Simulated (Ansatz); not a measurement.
# How cost and error scale: C(100)/AlN(10-10) interface (192 atoms) repeated

How do plane waves and support functions scale when C(100)/AlN(10-10) interface (192 atoms) is repeated?

Calculated with Ansatz 0.2.0; Kohn-Sham DFT, PBE, PAW (set soft_2), plane waves.

## Step 1: The structure

The cell holds 192 atoms: 136 C, 28 Al and 28 N. Cell: a = 13.619 Å, b = 7.974 Å, c = 13.873 Å, α = 90.0°, β = 90.0°, γ = 86.1°. It derives from C and AlN. Diamond-structure C(100), 4 repeat layers, 17 surface cells, strained +0.26 and -0.02 %; wurtzite AlN(10-10), 2 layers, 7 cells, -0.26 and +0.02 %; outer planes 1.98 Å apart and 2.06 Å at the second interface of the periodic stack; not relaxed, displaced by a Gaussian of 0.02 Å. Regions: C, 136 atoms (136 C); AlN, 56 atoms (28 Al and 28 N).

Before any run, some limits are plain. The host structure and its lattice constant were typed by rule, without a check against the phase diagram.

## Step 2: Plane waves, typed cell on a dense mesh

The typed cell on a k-mesh is the yardstick: it samples like Γ on the cell repeated as often as the mesh has points along each axis. Its own convergence isn't tested.

File input.yaml:

```yaml
crystal:
  lattice:
    - [13.6186, 0.0, 0.0]
    - [0.54426, 7.95561, 0.0]
    - [0.0, 0.0, 13.87303]
  atoms:
    - { symbol: C, position: [0.00099, 0.00485, 0.99894] }
    - { symbol: C, position: [0.85226, 0.26934, 0.06798] }
    - { symbol: C, position: [0.94393, 0.20872, 0.13101] }
    - { symbol: C, position: [0.91287, 0.06292, 0.19224] }
    - { symbol: C, position: [0.82458, 0.11737, 0.25521] }
    - { symbol: C, position: [0.03048, 0.15288, 0.32147] }
    - { symbol: C, position: [0.94205, 0.20856, 0.38562] }
    - { symbol: C, position: [0.91338, 0.05661, 0.45063] }
    - { symbol: C, position: [0.41176, 0.06402, 0.00056] }
    - { symbol: C, position: [0.26488, 0.32457, 0.06269] }
    - { symbol: C, position: [0.35322, 0.26945, 0.13016] }
    - { symbol: C, position: [0.32468, 0.12052, 0.19321] }
    - { symbol: C, position: [0.23723, 0.18343, 0.25587] }
    - { symbol: C, position: [0.44176, 0.20215, 0.31977] }
    - { symbol: C, position: [0.35181, 0.27117, 0.38449] }
    - { symbol: C, position: [0.32294, 0.11932, 0.44771] }
    - { symbol: C, position: [0.23545, 0.17305, 0.99955] }
    - { symbol: C, position: [0.08582, 0.43986, 0.06471] }
    - { symbol: C, position: [0.17375, 0.38403, 0.12954] }
    - { symbol: C, position: [0.14989, 0.23783, 0.19288] }
    - { symbol: C, position: [0.05915, 0.29573, 0.2588] }
    - { symbol: C, position: [0.26442, 0.32393, 0.32095] }
    - { symbol: C, position: [0.17585, 0.3835, 0.38497] }
    - { symbol: C, position: [0.14621, 0.23484, 0.45024] }
    - { symbol: C, position: [0.05972, 0.29558, 0.99979] }
    - { symbol: C, position: [0.91158, 0.55783, 0.06321] }
    - { symbol: C, position: [0.99828, 0.49897, 0.12727] }
    - { symbol: C, position: [0.97165, 0.35392, 0.19157] }
    - { symbol: C, position: [0.88175, 0.41732, 0.25573] }
    - { symbol: C, position: [0.0885, 0.44138, 0.32278] }
    - { symbol: C, position: [0.99575, 0.50022, 0.38704] }
    - { symbol: C, position: [0.96993, 0.3571, 0.44787] }
    [... 154 atom lines left out ...]
    - { symbol: Al, position: [0.69287, 0.77611, 0.65738] }
    - { symbol: "N", position: [0.73029, 0.97111, 0.59245] }
    - { symbol: Al, position: [0.8367, 0.55978, 0.78518] }
    - { symbol: "N", position: [0.87558, 0.75501, 0.85004] }
    - { symbol: Al, position: [0.76734, 0.91987, 0.84905] }
    - { symbol: "N", position: [0.65827, 0.83253, 0.78577] }
kpoints:
  mp_grid: { grid: [3, 5, 3] }
hamiltonian:
  xc: pbe
scf:
  occupations: { method: fermi_dirac, width: 0.05 }
output:
  forces: true
  stress: true
  populations: true
  dos:
    method: { smearing: { sigma: 0.08 } }
    de: 0.1
    projected:
      site_lists:
        Al: [Al]
        C: [C]
        "N": ["N"]
        AlN: [136, 137, 138, 139, 140, 141, 142, 143, 144, 145, 146, 147, 148, 149, 150, 151, 152, 153, 154, 155, 156, 157, 158, 159, 160, 161, 162, 163, 164, 165, 166, 167, 168, 169, 170, 171, 172, 173, 174, 175, 176, 177, 178, 179, 180, 181, 182, 183, 184, 185, 186, 187, 188, 189, 190, 191]
  eigenvalues: true
```

Command:

```sh
$ ansatz run input.yaml --threads 8 --pin off --max-ram 15872MiB --backend cpu --events-out ev --progress --plain --runs-dir out
```

Numbers of over 12 decimals in the logs are rounded to 6 here.

Output:

```text
Engine: ansatz 0.2.0, aarch64-unknown-linux-gnu
Pseudopotentials: kind: paw
Pseudopotential: C, paw, valence charge 4, recommended cutoff 420 eV (normal), C.paw.azcp
Pseudopotential: Al, paw, valence charge 3, recommended cutoff 420 eV (normal), Al.paw.azcp
Pseudopotential: N, paw, valence charge 5, recommended cutoff 420 eV (normal), N.paw.azcp
[... 5 lines on functional and potentials left out ...]
Crystal: 192 atoms, lattice volume = 1503.063 Å³
Basis set: ecut = 420 eV, 29409 PW (Γ), exchange–correlation on 192×108×192 points (8 copies of the dense FFT grid, shifted against one another)
Bands: 576, of which v1, the nominal top of the filled ones, is band 384 counted from 1 (383 counted from 0)
Symmetry: 1 space group operations
Space group: P1 (ITA 1), of the structure as read, at distance tolerance 1.1e-4 Å
k-points: 23 of 45 (time reversal used)
[... 7 lines on functional and potentials left out ...]
Initial density: superposition of atomic densities (neutral atoms: chi_scale 0, normalization atom), corrected by the library's trained network
Initial wavefunctions: pseudopotential atomic-orbital guess
Functional: x = pbe(κ = 0.804, μ = 0.219515), c = pbe(β = 0.066725)
SCF iter   1: F=—  HF=-59868.506248 eV  |F-HF|=—  |Δ(HF+E_count)|=         —  Δρ=1.48e-2  dr2=7.86e0  ethr=1.77e-3  ⟨swp⟩=5.9  Hψ=54323  notcnv=0  defer=3593
preconditioner: auto → Kerker (q_TF=auto, 2.439 Å⁻¹)  [metal: Δε(μ)=0.010 eV  Ē_g=14.267 eV  σ=0.050 eV  W_gap=0.05  n_scr=364 (ndim 8)  ℏωp=26.5 eV  f_vac=0.000  D(μ)=26.08/eV (n_scr^D=136)]
SCF iter   2: F=—  HF=-59867.770268 eV  |F-HF|=—  |Δ(HF+E_count)|=   7.36e-1  Δρ=7.07e-3  dr2=2.93e0  ethr=1.02e-3  ⟨swp⟩=1.1  Hψ=15251  notcnv=0  defer=3755
SCF iter   3: F=—  HF=-59867.336487 eV  |F-HF|=—  |Δ(HF+E_count)|=   4.34e-1  Δρ=2.03e-3  dr2=4.55e-1  ethr=3.81e-4  ⟨swp⟩=2.0  Hψ=11923  notcnv=0  defer=3836
SCF iter   4: F=—  HF=-59867.260684 eV  |F-HF|=—  |Δ(HF+E_count)|=   7.58e-2  Δρ=1.15e-3  dr2=1.06e-1  ethr=5.93e-5  ⟨swp⟩=1.7  Hψ=13909  notcnv=0  defer=3836
SCF iter   5: F=—  HF=-59867.251224 eV  |F-HF|=—  |Δ(HF+E_count)|=   9.46e-3  Δρ=5.50e-4  dr2=2.83e-2  ethr=1.38e-5  ⟨swp⟩=1.3  Hψ=14984  notcnv=0  defer=3836
SCF iter   6: F=—  HF=-59867.249727 eV  |F-HF|=—  |Δ(HF+E_count)|=   1.50e-3  Δρ=2.96e-4  dr2=1.19e-2  ethr=3.69e-6  ⟨swp⟩=1.1  Hψ=9385  notcnv=0  defer=3836
SCF iter   7: F=—  HF=-59867.248954 eV  |F-HF|=—  |Δ(HF+E_count)|=   7.74e-4  Δρ=1.55e-4  dr2=3.94e-3  ethr=1.55e-6  ⟨swp⟩=1.1  Hψ=9389  notcnv=0  defer=3836
SCF iter   8: F=—  HF=-59867.248569 eV  |F-HF|=—  |Δ(HF+E_count)|=   3.85e-4  Δρ=7.94e-5  dr2=7.65e-4  ethr=5.13e-7  ⟨swp⟩=2.0  Hψ=9843  notcnv=0  defer=3836
SCF iter   9: F=—  HF=-59867.248499 eV  |F-HF|=—  |Δ(HF+E_count)|=   7.01e-5  Δρ=4.26e-5  dr2=1.05e-4  ethr=9.96e-8  ⟨swp⟩=2.0  Hψ=12494  notcnv=0  defer=3836
SCF iter  10: F=—  HF=-59867.248491 eV  |F-HF|=—  |Δ(HF+E_count)|=   8.40e-6  Δρ=1.73e-5  dr2=1.47e-5  ethr=1.37e-8  ⟨swp⟩=2.0  Hψ=14528  notcnv=0  defer=3836
SCF iter  11: F=—  HF=-59867.250217 eV  |F-HF|=—  |Δ(HF+E_count)|=   1.73e-3  Δρ=7.03e-6  dr2=1.90e-6  ethr=1.92e-9  ⟨swp⟩=2.0  Hψ=17446  notcnv=0  defer=3836
SCF iter  12: F=—  HF=-59867.250217 eV  |F-HF|=—  |Δ(HF+E_count)|=   1.14e-7  Δρ=2.67e-6  dr2=4.38e-7  ethr=2.47e-10  ⟨swp⟩=2.5  Hψ=16522  notcnv=0  defer=3836
SCF iter  13: F=-59867.250217 eV  HF=-59867.250217 eV  |F-HF|=6.85e-8  |Δ(HF+E_count)|=   3.73e-8  Δρ=1.08e-6  dr2=8.07e-8  ethr=1.30e-11  ⟨swp⟩=15.9  Hψ=82088  notcnv=0
SCF 1 converged in 13 iterations: F = -59867.250217 eV  dr2 = 8.07e-8
  greatest PAW one-centre occupation: 0.801 electrons in one spin orbital (limit 2), on the N atom at site 149 (counted from 0), in its partial waves of l = 0
SCF converged after 13 iterations
Free energy (F): -59867.250217 eV
Harris-Foulkes:  -59867.250217 eV  (|F-HF|=6.85e-8)
Internal energy: -59867.008878 eV  (E = F + TS)
E sigma→0 (E₀):  -59867.129547 eV
Entropy (-TS):   -0.241339 eV (-1.257 meV/atom)
Fermi energy:    9.717820 eV
--- Per-component energies (eV) ---
  E_band       = 1299.340102
  E_kinetic    = 16588.076685
  E_local      = -46049.089628  (includes V_loc(G=0)·N_el)
  E_nonlocal   = 5192.099456
  E_hartree    = 19075.327458
  E_xc         = -9350.697465
  E_vxc        = -11079.336863  (∫ρ·V_xc dr)
  E_paw        = -30114.002003  (= ΣΔE_a)
  E_vpaw       = -1503.079225  (= ΣTr[D̂ρ^β])
  E_aug_tail   = 0.003726  (compensation charges beyond the density's cutoff)
  E_ewald      = -15208.727106
  E_smearing   = -0.241339  (= −TS)
  E_closure    = 0.000000  (closes the sum)
  Σ components = -59867.250217   (vs F -59867.250217, Δ=0.00e0)
--- Forces (eV/Å), atoms counted from 1 ---
  atom   1  C      0.30934645     0.31436062     0.36040219
  atom   2  C      0.70892240    -0.30287035    -2.91706623
  atom   3  C     -1.70417510    -0.07557166    -0.78077744
  atom   4  C      0.07283812    -1.07973599     0.08239295
  atom   5  C     -0.13732441     0.88541745     1.09661871
  atom   6  C     -0.03512551    -1.80618723    -0.03411370
  atom   7  C     -0.31684312    -0.47168499     2.53131706
  atom   8  C      0.45805152     0.72698951    -2.23934276
  atom   9  C     -0.85987592    -0.31308541     1.43680143
  atom  10  C     -0.99643283    -0.16423697    -2.13416946
  atom  11  C      0.09425637    -1.16889931    -0.92923042
  atom  12  C     -0.12154758     0.08615771    -0.99633882
  atom  13  C     -0.41896830    -2.19448391     0.64489296
  atom  14  C      0.59333081     1.75849146     0.84684167
[...]
atom 191  Al    -0.61569667    -0.97203908     2.11230323
  atom 192  N      0.17228464    -1.08702138     0.08857090
  max |Σ_I F_I| component: 1.13e-4 eV/Å
--- Stress (GPa, compression-positive) ---
       -4.521293       0.242257      -0.050211
        0.242278      -0.837389       0.221061
       -0.050206       0.221064     -10.022955
  P = ⅓ Tr σ = -5.1272 GPa (-51.272 kbar)
--- Band table (eV; the first three rows and the last of 23) ---
  k-point 0: bands = ["-11.7284", "-11.1125", "-11.0872", "-10.0667", [... 560 levels ...], "18.9117", "18.9210", "18.9450", "18.9998", "19.0127", "19.0353", "19.0624", "19.1079", "19.1201", "19.1433", "19.1925", "19.2060"]
[...]
--- Löwdin populations: 192 sites ---
  site symbol       q [e]
     0      C      3.9389
     1      C      3.9706
     2      C      3.9548
[...]
191      N      6.0163
  spilling = 0.005786 (of n_electrons = 768.000000)
```

Elapsed: 34 min, on 8 threads of Arm Neoverse V1, shared host; peak memory 14 GiB; 4.3 h of CPU time.

In the SCF lines HF is the Harris–Foulkes energy and dr2 the Hartree energy of the density residual, in eV; the loop may stop once dr2 is under the threshold and the program's other checks hold. Hψ counts applications of the Hamiltonian.

The program notes that it cut back its work space to fit the memory limit.

Numbers from this run:

| Item | Value |
| --- | --- |
| free energy | -59867.2502 eV |
| free energy per atom | -311.8086 eV/atom |
| SCF cycles | 13 |
| pressure | -5.127 GPa |
| r.m.s. force component | 1.121 eV/Å |
| longest force | 4.955 eV/Å |
| Fermi energy | 9.718 eV |
| levels partly filled by over 2 per cent | 139 |
| spilling of the projection | 0.005786 |

The r.m.s. force component of 1.1 eV/Å sets the scale for the differences below.

## Step 3: Plane waves, 192 atoms

The typed cell is solved at Γ alone, the coarsest sampling of the series.

input.yaml, the sections that differ from step 2:

```yaml
kpoints:
  mp_grid: { grid: [1, 1, 1] }
output:
  forces: true
# crystal, hamiltonian, scf: as in step 2
```

Run time: 15 s. Hardware: 8 threads; peak memory 2.4 GiB.

It converged in 10 SCF cycles; the log is left out.

The energy lies 2.67 meV/atom above the dense-mesh reference.

## Step 4: Support functions, 192 atoms

The typed cell is solved at Γ alone, now in support functions.

This step: Kohn-Sham DFT, PBE, PAW (set soft_2), localised support functions (medium) (Ansatz 0.2.0).

Changes to input.yaml since step 3:

```diff
@@ -13,2 +13,4 @@
   occupations: { method: fermi_dirac, width: 0.05 }
+  eigensolver: { kind: { support_functions: { accuracy: medium } } }
+  max_iter: 150
 output:
```

Run time: 1.7 min. Hardware: 8 threads; peak memory 4.7 GiB.

The program notes that the band table was not solved further than the SCF left it and it switched symmetry off.

It converged in 14 SCF cycles; the log is left out.

The energy lies 0.891 meV/atom below the dense-mesh reference, and 3.6 meV/atom below plane waves of the same size, an offset between the two bases that leaves the sampling error alike.

## Step 5: Plane waves, 384 atoms

The cell is repeated and solved at Γ in plane waves, whose cost grows towards the cube of the size.

This step: Kohn-Sham DFT, PBE, PAW (set soft_2), plane waves (Ansatz 0.2.0).

input.yaml, the sections that differ from step 4:

```yaml
crystal:
  lattice:
    - [13.6186, 0.0, 0.0]
    - [0.54426, 7.95561, 0.0]
    - [0.0, 0.0, 13.87303]
  atoms:
    [... the 192 atom lines of step 2 ...]
  supercell: [1, 2, 1]
scf:
  occupations: { method: fermi_dirac, width: 0.05 }
# kpoints, hamiltonian, output: as in step 4
```

The job ended after 1.8 min (8 threads; peak memory 7.3 GiB).

The program repeats the typed cell 1×2×1 times, 384 atoms in all; totals in the log are those of the whole repeated cell, and force differences are taken after averaging over the copies of each atom.

It converged in 13 SCF cycles; the log is left out.

The energy lies 1.27 meV/atom below the dense-mesh reference.

(Continued in part 2 of 2.)

[Logs are printed without paths, hosts, clocks, repeated set-up lines and the standing remarks that a program may print on its own settings, such as how far it seeks lower states.]

[Hosts, paths, dates, database ids (printed as entryN), source tags and the programs' standing remarks are cut or masked in the printed files.]
